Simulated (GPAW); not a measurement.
# Foreign atoms in a relaxed Sn chain: which ones block the current?

One atom thick, a chain of Sn offers 3 channels a spin at the Fermi level. How much of the current survives when a foreign atom sits in the chain or at its side?

Set-up. GPAW 26.7.0 in a basis of numerical atomic orbitals with PAW setups; lead and junction are solved self-consistently in repeated cells 9 Å or more across, their Hamiltonian and overlap matrices go into Green's functions with semi-infinite leads (ASE), and T is the Landauer transmission at zero bias, at the junction cell's Fermi level, for one spin or as the mean of both where a run is spin-polarised. Basis dzp and PBE unless a column says otherwise. The atoms between the held lead ends were first relaxed in the dzp basis, within the symmetry of the start (GPAW, PBE, forces under 0.05 eV/Å; an orbital basis tends to overbind); the leads kept an estimated spacing and the cell its length.

What came out:

| atom | place | T, dzp | T, minimal basis |
| --- | --- | --- | --- |
| Cu | beside one bond | 2.69 | 2.64 |
| P | two in line | 2.66 | 2.6 |
| Pt | in line, replacing one chain atom | 2.26 | 2.4 |
| C | in line, replacing one chain atom | 2.17 | 2.2 |
| Ti | two in line | 0.712 | 0.617 |
| Li | in line, replacing one chain atom | 0.136 | 0.193 |

**Reading.** T at the Fermi level runs from 2.69 (Cu beside) down to 0.136 (Li in line), against 3 open channels a spin in the clean chain. The minimal basis misses the dzp value by a median factor of 1.04 and by 1.4 at worst, to be set beside the factor of 19.8 between the ends of the table.

Caveats: An evenly spaced straight chain is an idealisation of an electrode: free chains dimerise or zigzag, and their density of states has sharper edges than a bulk metal's. Once the lead is aligned to the junction's end layer, its own Fermi level lies within 0.03 eV of the zero used here in the dzp runs. No run was spin-polarised, so magnetic states weren't tested. Spin-orbit coupling is left out, which matters for the heavier atoms here. Element, place and number of foreign atoms change together from row to row, so the order can't be credited to the element alone. T at one energy can sit on the flank of a resonance and move with small shifts of the Fermi level. Junctions whose dzp lead is shut at the Fermi level or whose end layer misses the lead by over 0.25 eV were left out, as were H in line (its neighbours overlap directly) and, where atoms were relaxed, moves over 0.6 Å, which change the site.
